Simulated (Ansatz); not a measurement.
## Work function of Cr(100): what the settings cost and change

Aim: the work function of Cr(100) against thickness and vacuum, with the cost.

Calculated with Ansatz 0.2.0; plane-wave DFT, PBE, Ansatz PAW.

This is a report of a sequence of runs, with most program output left out.

## 1. Starting point

The cell holds 1 atom: 1 Cr. Its edges and angles: a = 2.880 Å, b = 2.880 Å, c = 18.000 Å, α = 90.0°, β = 90.0°, γ = 90.0°. Vacuum lies along c.

## 2. Run, setting 1 layer

A work function rests on the faint tail of the density, so the SCF threshold is tight. The slab grows from one layer, at fixed mesh and 18 Å of vacuum; then the vacuum is varied on one slab.

input.yaml reads:

```yaml
crystal:
  lattice:
    - [2.88, 0.0, 0.0]
    - [0.0, 2.88, 0.0]
    - [0.0, 0.0, 18.0]
  atoms:
    - { symbol: Cr, position: [0.5, 0.5, 0.5], spin: 2.0 }
magnetization:
  spin_polarized: true
kpoints:
  mp_grid: { grid: [14, 14, 1] }
hamiltonian:
  xc: pbe
scf:
  occupations: { method: fermi_dirac, width: 0.1 }
  convergence: { dr2_threshold: 1.0e-09 }
efield:
  axis: 3
  dipole_correction: true
  ramp_position: 0.97
  ramp_width: 0.06
output:
  write_potential: true
  write_density: true
  volumetric_format: npy
  elf: true
```

The run is started by

```bash
$ ansatz run input.yaml --threads 4 --pin off --max-ram 6144MiB --backend cpu --events-out ev --progress --plain --runs-dir out
```

It took 9 s on 4 threads of Intel Xeon 6975P-C (Granite Rapids), shared host; peak memory 0.57 GiB; 20 s of CPU time.

This step gave:

```
energy at zero smearing   : -3374.8955 eV
total moment              : 4.898 μB
site moments              : 4.183 μB
work function, upper face : 4.000 eV
```

Running mean over 1.44 Å of the planar mean; the ramp of the sawtooth is left out. The electron's electrostatic potential energy less the Fermi level by z:

z (Å), electron's electrostatic potential energy less the Fermi level (eV) and a bar from the least value:
```
     2.88       4.00 ##############################
     3.31       4.00 ##############################
     3.74       4.00 ##############################
     4.18       4.00 ##############################
     4.61       4.00 ##############################
     5.04       4.00 ##############################
     5.47       3.99 ##############################
     5.90       3.96 ##############################
     6.19       3.93 ##############################
     6.62       3.80 #############################
     7.06       3.43 #############################
     7.49       2.38 ##########################
     7.92      -0.43 ###################
     8.35      -4.52 ########
     8.78      -7.84 
     9.22      -7.84 
     9.65      -4.52 ########
    10.08      -0.43 ###################
    10.51       2.39 ##########################
    10.94       3.43 #############################
    11.38       3.80 #############################
    11.81       3.93 ##############################
    12.10       3.96 ##############################
    12.53       3.99 ##############################
    12.96       4.00 ##############################
    13.39       4.00 ##############################
    13.82       4.00 ##############################
    14.26       4.00 ##############################
    14.69       4.00 ##############################
    15.12       4.00 ##############################
```

Site moment by atom:

| atom | site moment (μB) |
| --- | --- |
| Cr1 | 4.18 |

Spin density in the ca plane at fractional y = 0.500, with atoms of Cr within 0.2 Å of it.

Ten even steps from '0' (0.0 e/Å³) to '9' (4.7 e/Å³), each cell a mean:
```
00000000000000000000000000000000000000000000
00000000000000000000000000000000000000000000
00000000000000000000034100000000000000000000
00000000000000000000169300000000000000000000
00000000000000000000157200000000000000000000
00000000000000000000012000000000000000000000
00000000000000000000000000000000000000000000
00000000000000000000000000000000000000000000
```
Columns run along c (18.0 Å), rows up along a (2.9 Å). Atoms in or near the plane, at fractional coordinates: Cr at (0.50, 0.50).

Electrostatic potential energy in the ca plane at fractional y = 0.500, with atoms of Cr within 0.2 Å of it. With pseudopotentials it is smooth inside the atoms' cores, unlike the true potential.

Ten even steps from '0' (-32 eV) to '9' (2 eV), each cell a mean:
```
99999999999999999999887899999999999999999999
99999999999999999998732589999999999999999999
99999999999999999998300168999999999999999999
99999999999999999997100048999999999999999999
99999999999999999997200058999999999999999999
99999999999999999998510279999999999999999999
99999999999999999999865789999999999999999999
99999999999999999999988899999999999999999999
```
Columns run along c (18.0 Å; values clipped at the 3rd and 97th percentile), rows up along a (2.9 Å). Atoms in or near the plane, at fractional coordinates: Cr at (0.50, 0.50).

Valence density in the ca plane at fractional y = 0.500, with atoms of Cr within 0.2 Å of it. It is the smooth field of the valence electrons, not physical close to the nuclei.

Ten steps, logarithmic in the rise over the least value, from '0' (0 e/Å³) to '9' (18 e/Å³), each cell a mean:
```
00000000000000000000111100000000000000000000
00000000000000000000234210000000000000000000
00000000000000000001478620000000000000000000
00000000000000000001599730000000000000000000
00000000000000000001489720000000000000000000
00000000000000000001256410000000000000000000
00000000000000000000122110000000000000000000
00000000000000000000111100000000000000000000
```
Columns run along c (18.0 Å), rows up along a (2.9 Å). Atoms in or near the plane, at fractional coordinates: Cr at (0.50, 0.50).

The work function is 4.000 eV.

## 3. Slab, 2 atoms

System of this step: Cr(100). The cell holds 2 atoms: 2 Cr. Cell: a = 2.880 Å, b = 2.880 Å, c = 19.440 Å, α = 90.0°, β = 90.0°, γ = 90.0°. Vacuum lies along c.

input.yaml, the sections that differ from step 2:

```yaml
crystal:
  lattice:
    - [2.88, 0.0, 0.0]
    - [0.0, 2.88, 0.0]
    - [0.0, 0.0, 19.44]
  atoms:
    - { symbol: Cr, position: [0.5, 0.5, 0.462962963], spin: 2.0 }
    - { symbol: Cr, position: [0.0, 0.0, 0.537037037], spin: -2.0 }
output:
  write_potential: true
  write_density: true
  volumetric_format: npy
# magnetization, kpoints, hamiltonian, scf, efield: as in step 2
```

Elapsed: 16 s, on 4 threads; peak memory 0.6 GiB.

The work function is 3.580 eV, -0.421 eV from the run “1 layer”, at 2.0 times its CPU time.

## 4. Run, 3 atoms

System of this step: Cr(100). The cell holds 3 atoms: 3 Cr. Cell: a = 2.880 Å, b = 2.880 Å, c = 20.880 Å, α = 90.0°, β = 90.0°, γ = 90.0°. Vacuum lies along c.

input.yaml, the sections that differ from step 3:

```yaml
crystal:
  lattice:
    - [2.88, 0.0, 0.0]
    - [0.0, 2.88, 0.0]
    - [0.0, 0.0, 20.88]
  atoms:
    - { symbol: Cr, position: [0.0, 0.0, 0.4310344828], spin: 2.0 }
    - { symbol: Cr, position: [0.5, 0.5, 0.5], spin: -2.0 }
    - { symbol: Cr, position: [0.0, 0.0, 0.5689655172], spin: 2.0 }
# magnetization, kpoints, hamiltonian, scf, efield, output: as in step 3
```

The job ended after 36 s (4 threads; peak memory 0.73 GiB).

The work function is 3.836 eV, +0.256 eV from the run “2 layers”, at 1.9 times its CPU time.

## 5. Slab, 4 atoms

System of this step: Cr(100). The cell holds 4 atoms: 4 Cr. Its edges and angles: a = 2.880 Å, b = 2.880 Å, c = 22.320 Å, α = 90.0°, β = 90.0°, γ = 90.0°. Vacuum lies along c.

input.yaml, the sections that differ from step 4:

```yaml
crystal:
  lattice:
    - [2.88, 0.0, 0.0]
    - [0.0, 2.88, 0.0]
    - [0.0, 0.0, 22.32]
  atoms:
    - { symbol: Cr, position: [0.5, 0.5, 0.4032258065], spin: 2.0 }
    - { symbol: Cr, position: [0.0, 0.0, 0.4677419355], spin: -2.0 }
    - { symbol: Cr, position: [0.5, 0.5, 0.5322580645], spin: 2.0 }
    - { symbol: Cr, position: [0.0, 0.0, 0.5967741935], spin: -2.0 }
# magnetization, kpoints, hamiltonian, scf, efield, output: as in step 4
```

It took 49 s on 4 threads; peak memory 0.86 GiB.

The work function is 3.716 eV, -0.120 eV from the run “3 layers”, at 1.8 times its CPU time.

## 6. Run, 5 atoms

System of this step: Cr(100). The cell holds 5 atoms: 5 Cr. Its edges and angles: a = 2.880 Å, b = 2.880 Å, c = 23.760 Å, α = 90.0°, β = 90.0°, γ = 90.0°. Vacuum lies along c.

input.yaml, the sections that differ from step 5:

```yaml
crystal:
  lattice:
    - [2.88, 0.0, 0.0]
    - [0.0, 2.88, 0.0]
    - [0.0, 0.0, 23.76]
  atoms:
    - { symbol: Cr, position: [0.0, 0.0, 0.3787878788], spin: 2.0 }
    - { symbol: Cr, position: [0.5, 0.5, 0.4393939394], spin: -2.0 }
    - { symbol: Cr, position: [0.0, 0.0, 0.5], spin: 2.0 }
    - { symbol: Cr, position: [0.5, 0.5, 0.5606060606], spin: -2.0 }
    - { symbol: Cr, position: [0.0, 0.0, 0.6212121212], spin: 2.0 }
# magnetization, kpoints, hamiltonian, scf, efield, output: as in step 5
```

The job ended after 55 s (4 threads; peak memory 1 GiB; 2.6 min of CPU time).

The work function is 3.707 eV, -0.009 eV from the run “4 layers”, at 1.1 times its CPU time.

## 7. Slab, 6 atoms

System of this step: Cr(100). The cell holds 6 atoms: 6 Cr. Cell: a = 2.880 Å, b = 2.880 Å, c = 25.200 Å, α = 90.0°, β = 90.0°, γ = 90.0°. Vacuum lies along c.

input.yaml, the sections that differ from step 6:

```yaml
crystal:
  lattice:
    - [2.88, 0.0, 0.0]
    - [0.0, 2.88, 0.0]
    - [0.0, 0.0, 25.2]
  atoms:
    - { symbol: Cr, position: [0.5, 0.5, 0.3571428571], spin: 2.0 }
    - { symbol: Cr, position: [0.0, 0.0, 0.4142857143], spin: -2.0 }
    - { symbol: Cr, position: [0.5, 0.5, 0.4714285714], spin: 2.0 }
    - { symbol: Cr, position: [0.0, 0.0, 0.5285714286], spin: -2.0 }
    - { symbol: Cr, position: [0.5, 0.5, 0.5857142857], spin: 2.0 }
    - { symbol: Cr, position: [0.0, 0.0, 0.6428571429], spin: -2.0 }
# magnetization, kpoints, hamiltonian, scf, efield, output: as in step 6
```

Run time: 70 s. Hardware: 4 threads; peak memory 1.2 GiB.

The work function is 3.710 eV, +0.003 eV from the run “5 layers”, at 1.4 times its CPU time.

## 8. Run, 8 atoms

System of this step: Cr(100). The cell holds 8 atoms: 8 Cr. Its edges and angles: a = 2.880 Å, b = 2.880 Å, c = 28.080 Å, α = 90.0°, β = 90.0°, γ = 90.0°. Vacuum lies along c.

input.yaml, the sections that differ from step 7:

```yaml
crystal:
  lattice:
    - [2.88, 0.0, 0.0]
    - [0.0, 2.88, 0.0]
    - [0.0, 0.0, 28.08]
  atoms:
    - { symbol: Cr, position: [0.5, 0.5, 0.3205128205], spin: 2.0 }
    - { symbol: Cr, position: [0.0, 0.0, 0.3717948718], spin: -2.0 }
    - { symbol: Cr, position: [0.5, 0.5, 0.4230769231], spin: 2.0 }
    - { symbol: Cr, position: [0.0, 0.0, 0.4743589744], spin: -2.0 }
    - { symbol: Cr, position: [0.5, 0.5, 0.5256410256], spin: 2.0 }
    - { symbol: Cr, position: [0.0, 0.0, 0.5769230769], spin: -2.0 }
    - { symbol: Cr, position: [0.5, 0.5, 0.6282051282], spin: 2.0 }
    - { symbol: Cr, position: [0.0, 0.0, 0.6794871795], spin: -2.0 }
# magnetization, kpoints, hamiltonian, scf, efield, output: as in step 7
```

Wall time 91 s (4 threads); peak memory 1.7 GiB; 5.2 min of CPU time.

The work function is 3.700 eV, -0.010 eV from the run “6 layers”, at 1.4 times its CPU time.

## 9. Run, 10 atoms

System of this step: Cr(100). The cell holds 10 atoms: 10 Cr. Its edges and angles: a = 2.880 Å, b = 2.880 Å, c = 30.960 Å, α = 90.0°, β = 90.0°, γ = 90.0°. Vacuum lies along c.

input.yaml, the sections that differ from step 8:

```yaml
crystal:
  lattice:
    - [2.88, 0.0, 0.0]
    - [0.0, 2.88, 0.0]
    - [0.0, 0.0, 30.96]
  atoms:
    - { symbol: Cr, position: [0.5, 0.5, 0.2906976744], spin: 2.0 }
    - { symbol: Cr, position: [0.0, 0.0, 0.3372093023], spin: -2.0 }
    - { symbol: Cr, position: [0.5, 0.5, 0.3837209302], spin: 2.0 }
    - { symbol: Cr, position: [0.0, 0.0, 0.4302325581], spin: -2.0 }
    - { symbol: Cr, position: [0.5, 0.5, 0.476744186], spin: 2.0 }
    - { symbol: Cr, position: [0.0, 0.0, 0.523255814], spin: -2.0 }
    - { symbol: Cr, position: [0.5, 0.5, 0.5697674419], spin: 2.0 }
    - { symbol: Cr, position: [0.0, 0.0, 0.6162790698], spin: -2.0 }
    - { symbol: Cr, position: [0.5, 0.5, 0.6627906977], spin: 2.0 }
    - { symbol: Cr, position: [0.0, 0.0, 0.7093023256], spin: -2.0 }
# magnetization, kpoints, hamiltonian, scf, efield, output: as in step 8
```

Wall time 2.1 min (4 threads); peak memory 2.2 GiB.

The work function is 3.703 eV, +0.003 eV from the run “8 layers”, at 1.5 times its CPU time.

## 10. Run, 13 atoms

System of this step: Cr(100). The cell holds 13 atoms: 13 Cr. Cell: a = 2.880 Å, b = 2.880 Å, c = 35.280 Å, α = 90.0°, β = 90.0°, γ = 90.0°. Vacuum lies along c.

input.yaml, the sections that differ from step 9:

```yaml
crystal:
  lattice:
    - [2.88, 0.0, 0.0]
    - [0.0, 2.88, 0.0]
    - [0.0, 0.0, 35.28]
  atoms:
    - { symbol: Cr, position: [0.0, 0.0, 0.2551020408], spin: 2.0 }
    - { symbol: Cr, position: [0.5, 0.5, 0.2959183673], spin: -2.0 }
    - { symbol: Cr, position: [0.0, 0.0, 0.3367346939], spin: 2.0 }
    - { symbol: Cr, position: [0.5, 0.5, 0.3775510204], spin: -2.0 }
    - { symbol: Cr, position: [0.0, 0.0, 0.4183673469], spin: 2.0 }
    - { symbol: Cr, position: [0.5, 0.5, 0.4591836735], spin: -2.0 }
    - { symbol: Cr, position: [0.0, 0.0, 0.5], spin: 2.0 }
    - { symbol: Cr, position: [0.5, 0.5, 0.5408163265], spin: -2.0 }
    - { symbol: Cr, position: [0.0, 0.0, 0.5816326531], spin: 2.0 }
    - { symbol: Cr, position: [0.5, 0.5, 0.6224489796], spin: -2.0 }
    - { symbol: Cr, position: [0.0, 0.0, 0.6632653061], spin: 2.0 }
    - { symbol: Cr, position: [0.5, 0.5, 0.7040816327], spin: -2.0 }
    - { symbol: Cr, position: [0.0, 0.0, 0.7448979592], spin: 2.0 }
# magnetization, kpoints, hamiltonian, scf, efield, output: as in step 9
```

Elapsed: 5.3 min, on 4 threads; peak memory 3 GiB; 20 min of CPU time.

The work function is 3.704 eV, +0.001 eV from the run “10 layers”, at 2.5 times its CPU time.

[end of part 1 of 2]

[Logs are printed without paths, hosts, clocks, repeated set-up lines and the standing remarks that a program may print on its own settings, such as how far it seeks lower states.]

[Hosts, paths, dates, database ids (printed as entryN), source tags and the programs' standing remarks are cut or masked in the printed files.]

[Maps of the electrostatic potential energy from Ansatz leave out the sawtooth potential of an applied field or a dipole correction, so their vacuum need not be flat; planar profiles and work functions include it.]
